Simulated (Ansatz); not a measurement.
# Electron scattering at the Σ3 (111) boundary in fcc Ni, starting shift (0.25, 0.5)

How much does the Σ3 (111) boundary in fcc Ni, starting shift (0.25, 0.5) reflect electrons?

Calculated with Ansatz 0.2.0; Ansatz plane-wave DFT, PBE, PAW files, collinear spin; relaxation of a bicrystal slab with its lowest layers held; PAW set soft_1, in the first sound run; inputs show where later runs differ.

**1. Set-up**

The cell holds 10 atoms: 10 Ni. Its edges and angles: a = 2.492 Å, b = 2.492 Å, c = 29.411 Å, α = 90.0°, β = 90.0°, γ = 120.0°. It derives from Ni. built on the (1 1 1) plane; 1 overlapping atoms removed and the grains opened by 0.1 Å. Vacuum lies along c.

**2. Relaxing the bicrystal**

The boundary is built by mirroring the lower grain in the boundary plane and removing any atoms that overlap. A thin bicrystal slab is relaxed first, with the lowest layers held and the upper grain free to shift and open.

i

Contents of input.yaml:

```yaml
crystal:
  lattice:
    - [2.4918442969, 0.0, 0.0]
    - [-1.2459221485, 2.1580004634, 0.0]
    - [0.0, 0.0, 29.4112411374]
  atoms:
    - { symbol: Ni, position: [0.6666666666, 0.3333333333, 0.1700030263], spin: 1.0 }
    - { symbol: Ni, position: [1.0, 0.0, 0.2391800576], spin: 1.0 }
    - { symbol: Ni, position: [0.3333333333, 0.6666666667, 0.3083570889], spin: 1.0 }
    - { symbol: Ni, position: [0.6666666667, 0.3333333333, 0.3775341202], spin: 1.0 }
    - { symbol: Ni, position: [0.0, 0.0, 0.4467111515], spin: 1.0 }
    - { symbol: Ni, position: [0.9166666667, 0.8333333333, 0.5192882433], spin: 1.0 }
    - { symbol: Ni, position: [0.5833333333, 0.1666666667, 0.5884652746], spin: 1.0 }
    - { symbol: Ni, position: [0.25, 0.5, 0.6576423059], spin: 1.0 }
    - { symbol: Ni, position: [0.9166666666, 0.8333333333, 0.7268193372], spin: 1.0 }
    - { symbol: Ni, position: [0.5833333333, 0.1666666667, 0.7959963685], spin: 1.0 }
magnetization:
  spin_polarized: true
kpoints:
  mp_grid: { grid: [11, 11, 1] }
hamiltonian:
  xc: pbe
  pseudopotentials: { kind: paw, azcp: { folder: soft_1 } }
scf:
  occupations: { method: fermi_dirac, width: 0.1 }
relax:
  f_tol: 0.03
  max_steps: 80
  constraints: [{ sites: [0, 1] }]
```

The run is started by

```
$ ansatz run input.yaml --threads 8 --pin off --max-ram 15360MiB --backend cpu --events-out ev --progress --plain --runs-dir out
```

Numbers of over 12 decimals in the logs are rounded to 6 here.

The log of the run:

```text
Engine: ansatz 0.2.0, x86_64-unknown-linux-gnu
Pseudopotentials: kind: paw
Pseudopotential: Ni, paw, valence charge 18, recommended cutoff 420 eV (normal), soft_1/Ni.paw.azcp
Functional definition: PBE
  parameter kappa = 0.804
  parameter beta = 0.066725
  exchange = pbe_x(kappa = kappa, mu = beta*pi^2/3)
  correlation = pbe_c(beta = beta)
Crystal: 10 atoms, lattice volume = 158.156 Å³
Basis set: ecut = 420 eV, 2985 PW (Γ), exchange–correlation on 36×36×400 points (8 copies of the dense FFT grid, shifted against one another)
Bands: 114, of which v1, the nominal top of the filled ones, is band 90 counted from 1 (89 counted from 0)
Symmetry: 2 space group operations
Space group: Cm (ITA 8), of the structure as read, at distance tolerance 5.4e-5 Å
Magnetic group: BNS 8.32 (UNI 39), of the structure as read, at distance tolerance 5.4e-5 Å
k-points: 36 of 121 (time reversal used)
Non-local potential: Ni, projectors of the file, l = 0: 3, l = 1: 2, l = 2: 3, l = 3: 1
PAW form: soft (Blöchl's): semilocal exchange-correlation on the pseudo side does not see the compensation charge
PAW one-centre angular grid: Ni, 590 points (default); XC on 64 Gauss nodes
Initial density: superposition of atomic densities (neutral atoms: chi_scale 0, normalization atom)
Starting moments: Σ|m| = 10 μB on 10 of 10 sites
Initial wavefunctions: pseudopotential atomic-orbital guess
Functional: x = pbe(κ = 0.804, μ = 0.219515), c = pbe(β = 0.066725)
SCF iter   1: F=—  HF=-58388.246260 eV  |F-HF|=—  |Δ(HF+E_count)|=         —  Δρ=4.11e-2 (↑2.11e-2 ↓4.11e-2)  dr2=8.25e0  dr2_m=1.98e-1  M=9.016 μB ∫|m|=9.581 μB  β_m=0.30  ethr=3.10e-3  ⟨swp⟩=6.5  Hψ=32523  notcnv=0  defer=302
Mixer restart at iter 1: flushing history
preconditioner: auto → LDOS  [metal: Δε(μ)=0.001 eV  Ē_g=8.485 eV  σ=0.100 eV  W_gap=0.00  n_scr=26 (ndim 8)  ℏωp=29.5 eV  f_vac=0.278  D(μ)=16.51/eV (n_scr^D=226)]
spin=Collinear: LDOS preconditioning applied to the charge; magnetization (m = ρ↑ − ρ↓) channel mixes plain (no charge-response kernel on spin).
SCF iter   2: F=—  HF=-58388.665313 eV  |F-HF|=—  |Δ(HF+E_count)|=   4.19e-1  Δρ=1.20e-2 (↑1.20e-2 ↓1.08e-2)  dr2=5.86e-1  dr2_m=5.15e-2  M=8.503 μB ∫|m|=9.221 μB  β_m=0.30  ethr=3.10e-3  ⟨swp⟩=2.9  Hψ=13375  notcnv=0  defer=618
SCF iter   3: F=—  HF=-58391.468170 eV  |F-HF|=—  |Δ(HF+E_count)|=    2.80e0  Δρ=8.00e-3 (↑5.50e-3 ↓8.00e-3)  dr2=1.43e-1  dr2_m=3.41e-2  M=8.220 μB ∫|m|=9.049 μB  β_m=0.46  ethr=3.26e-4  ⟨swp⟩=2.7  Hψ=14154  notcnv=0  defer=618
SCF iter   4: F=—  HF=-58394.656270 eV  |F-HF|=—  |Δ(HF+E_count)|=         —  Δρ=2.43e-2 (↑1.41e-2 ↓2.43e-2)  dr2=1.58e-1  dr2_m=5.23e-1  M=6.801 μB ∫|m|=7.721 μB  β_m=0.46  ethr=7.97e-5  ⟨swp⟩=2.6  Hψ=16751  notcnv=0  defer=621
SCF iter   5: F=—  HF=-58395.148717 eV  |F-HF|=—  |Δ(HF+E_count)|=   4.92e-1  Δρ=1.75e-2 (↑8.68e-3 ↓1.75e-2)  dr2=1.05e-1  dr2_m=2.40e-1  M=6.649 μB ∫|m|=7.563 μB  β_m=0.69  ethr=7.97e-5  ⟨swp⟩=1.9  Hψ=10670  notcnv=0  defer=623
SCF iter   6: F=—  HF=-58395.810342 eV  |F-HF|=—  |Δ(HF+E_count)|=   6.62e-1  Δρ=6.87e-3 (↑6.87e-3 ↓5.60e-3)  dr2=3.43e-1  dr2_m=2.62e-3  M=6.362 μB ∫|m|=7.270 μB  β_m=0.51  ethr=5.84e-5  ⟨swp⟩=2.6  Hψ=16328  notcnv=0  defer=654
SCF iter   7: F=—  HF=-58395.765028 eV  |F-HF|=—  |Δ(HF+E_count)|=   4.53e-2  Δρ=1.46e-3 (↑1.46e-3 ↓1.07e-3)  dr2=8.38e-3  dr2_m=1.22e-3  M=6.325 μB ∫|m|=7.238 μB  β_m=0.51  ethr=5.84e-5  ⟨swp⟩=2.0  Hψ=16579  notcnv=0  defer=702
SCF iter   8: F=—  HF=-58395.763538 eV  |F-HF|=—  |Δ(HF+E_count)|=   1.49e-3  Δρ=5.43e-4 (↑5.43e-4 ↓4.89e-4)  dr2=2.10e-3  dr2_m=1.21e-4  M=6.331 μB ∫|m|=7.240 μB  β_m=0.58  ethr=4.65e-6  ⟨swp⟩=2.4  Hψ=12876  notcnv=0  defer=702
SCF iter   9: F=—  HF=-58395.763310 eV  |F-HF|=—  |Δ(HF+E_count)|=   2.28e-4  Δρ=4.86e-4 (↑4.86e-4 ↓3.33e-4)  dr2=8.52e-4  dr2_m=4.83e-5  M=6.333 μB ∫|m|=7.238 μB  β_m=0.48  ethr=1.17e-6  ⟨swp⟩=2.0  Hψ=11507  notcnv=0  defer=702
SCF iter  10: F=—  HF=-58395.763204 eV  |F-HF|=—  |Δ(HF+E_count)|=   1.06e-4  Δρ=1.96e-4 (↑1.47e-4 ↓1.96e-4)  dr2=1.14e-4  dr2_m=2.53e-5  M=6.333 μB ∫|m|=7.236 μB  β_m=0.50  ethr=4.73e-7  ⟨swp⟩=2.0  Hψ=11390  notcnv=0  defer=702
SCF iter  11: F=—  HF=-58395.763291 eV  |F-HF|=—  |Δ(HF+E_count)|=   8.70e-5  Δρ=1.01e-4 (↑1.00e-4 ↓1.01e-4)  dr2=1.23e-5  dr2_m=1.06e-5  M=6.334 μB ∫|m|=7.235 μB  β_m=0.75  ethr=6.31e-8  ⟨swp⟩=2.0  Hψ=11496  notcnv=0  defer=702
SCF iter  12: F=—  HF=-58395.763355 eV  |F-HF|=—  |Δ(HF+E_count)|=   6.40e-5  Δρ=8.86e-5 (↑8.86e-5 ↓7.92e-5)  dr2=3.85e-5  dr2_m=7.07e-7  M=6.336 μB ∫|m|=7.236 μB  β_m=0.58  ethr=6.83e-9  ⟨swp⟩=2.7  Hψ=15753  notcnv=0  defer=702
SCF iter  13: F=-58395.763334 eV  HF=-58395.763347 eV  |F-HF|=1.36e-5  |Δ(HF+E_count)|=   7.54e-6  Δρ=7.39e-5 (↑3.10e-5 ↓7.39e-5)  dr2=1.53e-5  dr2_m=7.57e-7  M=6.336 μB ∫|m|=7.235 μB  ethr=6.83e-9  ⟨swp⟩=3.0  Hψ=32381  notcnv=0
SCF 1 converged in 13 iterations: F = -58395.763334 eV  dr2 = 1.53e-5
  greatest PAW one-centre occupation: 1.001 electrons in one spin orbital (limit 2), on the Ni atom at site 9 (counted from 0), in its partial waves of l = 1
relax step   1: F+E_penalty+E_count = -58395.76333367 eV  Δ(F+E_penalty+E_count) = +0.000e0 eV  max|allowed force component| = 1.225e0 eV/Å  Δτ_max = 0.0000 Å  (13 SCF iters, dr2 threshold 2.25e-5 eV, accepted)
Initial density: handed on by an earlier stage of this run
Starting moments: Σ|m| = 10 μB on 10 of 10 sites; this step starts from the density that it was given
Initial wavefunctions: those handed on with the density
iter 1 solved again at ethr=1.63e-5 eV; its pass at ethr=3.10e-3 eV (dr2=2.94e-2 eV) is discarded
SCF iter   1: F=—  HF=-58395.836131 eV  |F-HF|=—  |Δ(HF+E_count)|=         —  Δρ=5.93e-3 (↑3.49e-3 ↓5.93e-3)  dr2=3.14e-2  dr2_m=2.52e-2  M=6.319 μB ∫|m|=7.221 μB  β_m=0.30  ethr=1.63e-5  ⟨swp⟩=2.0  Hψ=33358  notcnv=0  defer=667
preconditioner: auto → LDOS  [metal: Δε(μ)=0.003 eV  Ē_g=8.634 eV  σ=0.100 eV  W_gap=0.01  n_scr=26 (ndim 8)  ℏωp=29.5 eV  f_vac=0.285  D(μ)=16.89/eV (n_scr^D=226)]
spin=Collinear: LDOS preconditioning applied to the charge; magnetization (m = ρ↑ − ρ↓) channel mixes plain (no charge-response kernel on spin).
SCF iter   2: F=—  HF=-58395.841984 eV  |F-HF|=—  |Δ(HF+E_count)|=   5.85e-3  Δρ=4.00e-3 (↑2.54e-3 ↓4.00e-3)  dr2=6.15e-3  dr2_m=1.24e-2  M=6.322 μB ∫|m|=7.223 μB  β_m=0.53  ethr=1.63e-5  ⟨swp⟩=1.4  Hψ=8309  notcnv=0  defer=677
SCF iter   3: F=—  HF=-58395.850737 eV  |F-HF|=—  |Δ(HF+E_count)|=   8.75e-3  Δρ=1.11e-3 (↑1.04e-3 ↓1.11e-3)  dr2=2.77e-3  dr2_m=9.29e-4  M=6.322 μB ∫|m|=7.224 μB  β_m=0.51  ethr=3.42e-6  ⟨swp⟩=2.0  Hψ=14474  notcnv=0  defer=682
[...]
relax step   4: F+E_penalty+E_count = -58396.09507528 eV  Δ(F+E_penalty+E_count) = -1.109e-1 eV  max|allowed force component| = 3.617e-1 eV/Å  Δτ_max = 0.2000 Å  (9 SCF iters, dr2 threshold 2.05e-5 eV, accepted)
[...]
relax step   5: F+E_penalty+E_count = -58396.15752351 eV  Δ(F+E_penalty+E_count) = -6.245e-2 eV  max|allowed force component| = 9.843e-2 eV/Å  Δτ_max = 0.1907 Å  (9 SCF iters, dr2 threshold 3.01e-5 eV, accepted)
[...]
relax step   6: F+E_penalty+E_count = -58396.18012897 eV  Δ(F+E_penalty+E_count) = -2.261e-2 eV  max|allowed force component| = 2.080e-2 eV/Å  Δτ_max = 0.2000 Å  (16 SCF iters, accepted)
[...]
relax step   7: F+E_penalty+E_count = -58396.19369986 eV  Δ(F+E_penalty+E_count) = -1.357e-2 eV  max|allowed force component| = 3.163e-2 eV/Å  Δτ_max = 0.1959 Å  (18 SCF iters, accepted)
[...]
relax step   8: F+E_penalty+E_count = -58396.20086461 eV  Δ(F+E_penalty+E_count) = -7.165e-3 eV  max|allowed force component| = 2.171e-2 eV/Å  Δτ_max = 0.1951 Å  (13 SCF iters, accepted)
SCF iter   1: F=—  HF=-58396.184722 eV  |F-HF|=—  |Δ(HF+E_count)|=         —  Δρ=5.62e-3 (↑3.49e-3 ↓5.62e-3)  dr2=5.60e-3  dr2_m=2.40e-2  M=6.279 μB ∫|m|=7.196 μB  β_m=0.65  ethr=3.22e-5  ⟨swp⟩=6.0  Hψ=28868  notcnv=0  defer=670
preconditioner: auto → LDOS  [metal: Δε(μ)=0.003 eV  Ē_g=8.677 eV  σ=0.100 eV  W_gap=0.01  n_scr=16 (ndim 8)  ℏωp=29.5 eV  f_vac=0.291  D(μ)=17.25/eV (n_scr^D=226)]
spin=Collinear: LDOS preconditioning applied to the charge; magnetization (m = ρ↑ − ρ↓) channel mixes plain (no charge-response kernel on spin).
SCF iter   2: F=—  HF=-58396.199428 eV  |F-HF|=—  |Δ(HF+E_count)|=   1.47e-2  Δρ=1.86e-3 (↑1.43e-3 ↓1.86e-3)  dr2=7.27e-4  dr2_m=3.12e-3  M=6.281 μB ∫|m|=7.199 μB  β_m=0.63  ethr=3.11e-6  ⟨swp⟩=2.1  Hψ=15985  notcnv=0  defer=674
SCF iter   3: F=—  HF=-58396.202203 eV  |F-HF|=—  |Δ(HF+E_count)|=   2.77e-3  Δρ=5.44e-4 (↑5.44e-4 ↓4.86e-4)  dr2=1.53e-3  dr2_m=4.88e-5  M=6.280 μB ∫|m|=7.199 μB  β_m=0.53  ethr=4.04e-7  ⟨swp⟩=2.8  Hψ=15888  notcnv=0  defer=677
SCF iter   4: F=—  HF=-58396.201935 eV  |F-HF|=—  |Δ(HF+E_count)|=   2.68e-4  Δρ=1.69e-4 (↑1.69e-4 ↓1.48e-4)  dr2=2.00e-4  dr2_m=8.92e-6  M=6.281 μB ∫|m|=7.200 μB  β_m=0.51  ethr=4.04e-7  ⟨swp⟩=2.3  Hψ=14816  notcnv=0  defer=673
SCF iter   5: F=—  HF=-58396.201922 eV  |F-HF|=—  |Δ(HF+E_count)|=   1.30e-5  Δρ=6.44e-5 (↑5.29e-5 ↓6.44e-5)  dr2=1.12e-5  dr2_m=1.02e-6  M=6.281 μB ∫|m|=7.200 μB  β_m=0.45  ethr=1.11e-7  ⟨swp⟩=2.0  Hψ=11435  notcnv=0  defer=673
SCF iter   6: F=—  HF=-58396.201919 eV  |F-HF|=—  |Δ(HF+E_count)|=   2.82e-6  Δρ=2.02e-5 (↑1.66e-5 ↓2.02e-5)  dr2=1.84e-6  dr2_m=3.36e-7  M=6.281 μB ∫|m|=7.200 μB  β_m=0.55  ethr=6.19e-9  ⟨swp⟩=2.3  Hψ=15184  notcnv=0  defer=670
SCF iter   7: F=—  HF=-58396.201920 eV  |F-HF|=—  |Δ(HF+E_count)|=   9.30e-7  Δρ=1.65e-5 (↑1.15e-5 ↓1.65e-5)  dr2=2.02e-6  dr2_m=6.87e-8  M=6.281 μB ∫|m|=7.200 μB  β_m=0.48  ethr=1.02e-9  ⟨swp⟩=2.2  Hψ=12633  notcnv=0  defer=669
SCF iter   8: F=—  HF=-58396.201920 eV  |F-HF|=—  |Δ(HF+E_count)|=   5.29e-8  Δρ=7.83e-6 (↑4.52e-6 ↓7.83e-6)  dr2=1.62e-7  dr2_m=2.69e-8  M=6.281 μB ∫|m|=7.200 μB  β_m=0.61  ethr=1.02e-9  ⟨swp⟩=2.1  Hψ=10375  notcnv=0  defer=671
SCF iter   9: F=—  HF=-58396.201920 eV  |F-HF|=—  |Δ(HF+E_count)|=   3.48e-8  Δρ=4.86e-6 (↑4.86e-6 ↓3.04e-6)  dr2=1.61e-7  dr2_m=5.67e-9  M=6.281 μB ∫|m|=7.200 μB  β_m=0.50  ethr=8.98e-11  ⟨swp⟩=2.3  Hψ=15509  notcnv=0  defer=672
SCF iter  10: F=—  HF=-58396.201920 eV  |F-HF|=—  |Δ(HF+E_count)|=   8.37e-9  Δρ=7.93e-6 (↑2.51e-6 ↓7.93e-6)  dr2=5.57e-7  dr2_m=1.23e-8  M=6.282 μB ∫|m|=7.200 μB  β_m=0.48  ethr=8.96e-11  ⟨swp⟩=2.0  Hψ=10764  notcnv=0  defer=672
SCF iter  11: F=—  HF=-58396.201920 eV  |F-HF|=—  |Δ(HF+E_count)|=   8.05e-9  Δρ=3.78e-6 (↑5.90e-7 ↓3.78e-6)  dr2=1.34e-7  dr2_m=4.37e-9  M=6.282 μB ∫|m|=7.200 μB  β_m=0.55  ethr=8.96e-11  ⟨swp⟩=1.1  Hψ=8287  notcnv=0  defer=672
SCF iter  12: F=—  HF=-58396.201920 eV  |F-HF|=—  |Δ(HF+E_count)|=   4.68e-9  Δρ=4.74e-6 (↑8.68e-7 ↓4.74e-6)  dr2=4.06e-7  dr2_m=5.62e-9  M=6.282 μB ∫|m|=7.200 μB  β_m=0.52  ethr=5.56e-11  ⟨swp⟩=3.2  Hψ=18768  notcnv=0
SCF iter  13: F=—  HF=-58396.201920 eV  |F-HF|=—  |Δ(HF+E_count)|=  2.04e-10  Δρ=4.80e-6 (↑6.22e-7 ↓4.80e-6)  dr2=4.32e-7  dr2_m=6.49e-9  M=6.282 μB ∫|m|=7.200 μB  β_m=0.45  ethr=7.47e-11  ⟨swp⟩=1.1  Hψ=8223  notcnv=0  defer=673  recentre
SCF iter  14: F=—  HF=-58396.201920 eV  |F-HF|=—  |Δ(HF+E_count)|=  7.28e-10  Δρ=2.37e-6 (↑4.11e-7 ↓2.37e-6)  dr2=1.04e-7  dr2_m=1.45e-9  M=6.282 μB ∫|m|=7.200 μB  β_m=0.48  ethr=7.47e-11  ⟨swp⟩=1.1  Hψ=8235  notcnv=0  defer=673
SCF iter  15: F=-58396.201920 eV  HF=-58396.201920 eV  |F-HF|=4.90e-8  |Δ(HF+E_count)|=  1.02e-10  Δρ=2.45e-6 (↑3.27e-7 ↓2.45e-6)  dr2=4.97e-8  dr2_m=1.74e-9  M=6.282 μB ∫|m|=7.200 μB  ethr=5.56e-11  ⟨swp⟩=2.2  Hψ=15165  notcnv=0
SCF 9 converged in 15 iterations: F = -58396.201920 eV  dr2 = 4.97e-8
relax step   9: F+E_penalty+E_count = -58396.20191960 eV  Δ(F+E_penalty+E_count) = -1.055e-3 eV  max|allowed force component| = 1.550e-2 eV/Å  Δτ_max = 0.0992 Å  (15 SCF iters, accepted)
SCF converged after 15 iterations
Magnetization: 6.2815 μB (93.1408 up, 86.8592 down)
Absolute magnetization: 7.2111 μB (∫|ρ↑−ρ↓|, with the PAW one-centre terms)
Spin contamination: 0.0816 ħ² per cell (⟨S²⟩ above its minimum at these occupations)
Per-site moments (μB) at R_I (Å): [(0.709395, 1.027886), (0.690804, 1.025665), (0.649571, 1.025665), (0.636451, 1.025945), (0.653403, 1.027307), (0.639651, 1.025755), (0.640386, 1.025755), (0.650700, 1.026271), (0.690298, 1.017019), (0.711511, 1.017019)]
Free energy (F): -58396.201920 eV
Harris-Foulkes:  -58396.201920 eV  (|F-HF|=4.90e-8)
Internal energy: -58395.642924 eV  (E = F + TS)
E sigma→0 (E₀):  -58395.922422 eV
Entropy (-TS):   -0.558996 eV (-55.900 meV/atom)
Fermi energy:    10.815634 eV
--- Per-component energies (eV) ---
  E_band       = -4155.149085
  E_kinetic    = 3388.450446
  E_local      = -288066.458434  (includes V_loc(G=0)·N_el)
  E_nonlocal   = -1172.166294
  E_hartree    = 144567.137391
  E_xc         = -1125.393861
  E_vxc        = -1451.734586  (∫ρ·V_xc dr)
  E_paw        = -16566.073621  (= ΣΔE_a)
  E_vpaw       = -5987.453100  (= ΣTr[D̂ρ^β])
  E_aug_tail   = 0.009918  (compensation charges beyond the density's cutoff)
  E_ewald      = 100578.851532
  E_smearing   = -0.558996  (= −TS)
  E_closure    = -0.000000  (closes the sum)
  Σ components = -58396.201920   (vs F -58396.201920, Δ=0.00e0)
--- Forces (eV/Å), atoms counted from 1 ---
  atom   1  Ni     0.00000000    -0.00000772     0.15557453
  atom   2  Ni     0.00000000    -0.00041232    -0.16224092
  atom   3  Ni     0.00000000    -0.00019243    -0.00032369
  atom   4  Ni    -0.00000000     0.00133285    -0.00024112
  atom   5  Ni    -0.00000000     0.00322253     0.00236588
  atom   6  Ni     0.00000000    -0.00733896    -0.00456323
  atom   7  Ni    -0.00000000     0.00140329     0.01229685
  atom   8  Ni    -0.00000000     0.00082924    -0.00870506
  atom   9  Ni    -0.00000000     0.00091651    -0.00963132
  atom  10  Ni    -0.00000000     0.00025449     0.01549675
  max |Σ_I F_I| component: 2.87e-5 eV/Å
--- Relaxed structure (9 steps of the walk, 9 accepted, 0 SCFs on fresh bases) ---
  F+E_penalty+E_count = -58396.20191960 eV   max|allowed force component| = 1.550e-2 eV/Å
  atoms:
    - { symbol: Ni, position: [0.66666666665, 0.333333, 0.1700030263] }
    - { symbol: Ni, position: [1.000000, 0, 0.2391800576] }
    - { symbol: Ni, position: [0.333259, 0.666518, 0.308141] }
    - { symbol: Ni, position: [0.666473, 0.332947, 0.377134] }
    - { symbol: Ni, position: [-4.156566741452647e-5, -8.313133482903714e-5, 0.446390] }
    - { symbol: Ni, position: [0.667497, 0.334995, 0.515599] }
    - { symbol: Ni, position: [0.333502, -0.332997, 0.584595] }
    - { symbol: Ni, position: [-0.000204221, -0.000408443, 0.653700] }
    - { symbol: Ni, position: [0.666278, 0.332556, 0.722724] }
    - { symbol: Ni, position: [0.332911, -0.334179, 0.790803] }
```

It took 2.9 min on 8 threads of Intel Xeon Platinum 8375C at 2.90GHz (Ice Lake), shared host; peak memory 1.7 GiB.

The steps of the relaxation:

| step | energy less that of the first step (eV) | largest force component (eV/Å) |
| --- | --- | --- |
| 1 | 0.0000 | 1.2246 |
| 2 | -0.0875 | 0.6225 |
| 3 | -0.2208 | 0.2984 |
| 4 | -0.3317 | 0.3617 |
| 5 | -0.3942 | 0.0984 |
| 6 | -0.4168 | 0.0208 |
| 7 | -0.4304 | 0.0316 |
| 8 | -0.4375 | 0.0217 |
| 9 | -0.4386 | 0.0155 |

Forces are held to the 2 operations that the run works with; a distortion that breaks them can't arise in this run.

The atoms that moved most (Å):

| atom | dx | dy | dz | length |
| --- | --- | --- | --- | --- |
| Ni10 | 0.000 | -1.081 | -0.153 | 1.092 |
| Ni9 | 0.000 | -1.081 | -0.120 | 1.087 |
| Ni8 | 0.000 | -1.080 | -0.116 | 1.086 |
| Ni7 | 0.000 | -1.078 | -0.114 | 1.084 |
| Ni6 | 0.000 | -1.075 | -0.109 | 1.081 |
| Ni4 | 0.000 | -0.001 | -0.012 | 0.012 |
| Ni5 | 0.000 | 0.000 | -0.009 | 0.009 |
| Ni3 | 0.000 | 0.000 | -0.006 | 0.006 |

The relaxed structure:

```cif
data_structure
_symmetry_space_group_name_H-M 'P 1'
_symmetry_Int_Tables_number 1
_cell_length_a 2.4918
_cell_length_b 2.4918
_cell_length_c 29.4112
_cell_angle_alpha 90.000
_cell_angle_beta 90.000
_cell_angle_gamma 120.000
_cell_volume 158.16
loop_
_atom_site_label
_atom_site_type_symbol
_atom_site_fract_x
_atom_site_fract_y
_atom_site_fract_z
_atom_site_occupancy
Ni1 Ni 0.66667 0.33333 0.17000 1
Ni2 Ni 0.00000 0.00000 0.23918 1
Ni3 Ni 0.33326 0.66652 0.30814 1
Ni4 Ni 0.66647 0.33295 0.37713 1
Ni5 Ni 0.99996 0.99992 0.44639 1
Ni6 Ni 0.66750 0.33499 0.51560 1
Ni7 Ni 0.33350 0.66700 0.58460 1
Ni8 Ni 0.99980 0.99959 0.65370 1
Ni9 Ni 0.66628 0.33256 0.72272 1
Ni10 Ni 0.33291 0.66582 0.79080 1
```

Numbers from this step:

| Quantity | Value |
| --- | --- |
| free energy | -58396.2019 eV |
| energy at zero smearing | -58395.9224 eV |
| Fermi energy | 10.82 eV |
| magnetization | 6.282 μB |
| absolute magnetization | 7.211 μB |

The largest force component on a free atom ends at 0.015 eV/Å, under the tolerance of 0.03, after 9 steps.

(Part 1 of 3 ends here.)

[Logs are printed without paths, hosts, clocks, repeated set-up lines and the standing remarks that a program may print on its own settings, such as how far it seeks lower states.]

[Hosts, paths, dates, database ids (printed as entryN), source tags and the programs' standing remarks are cut or masked in the printed files.]
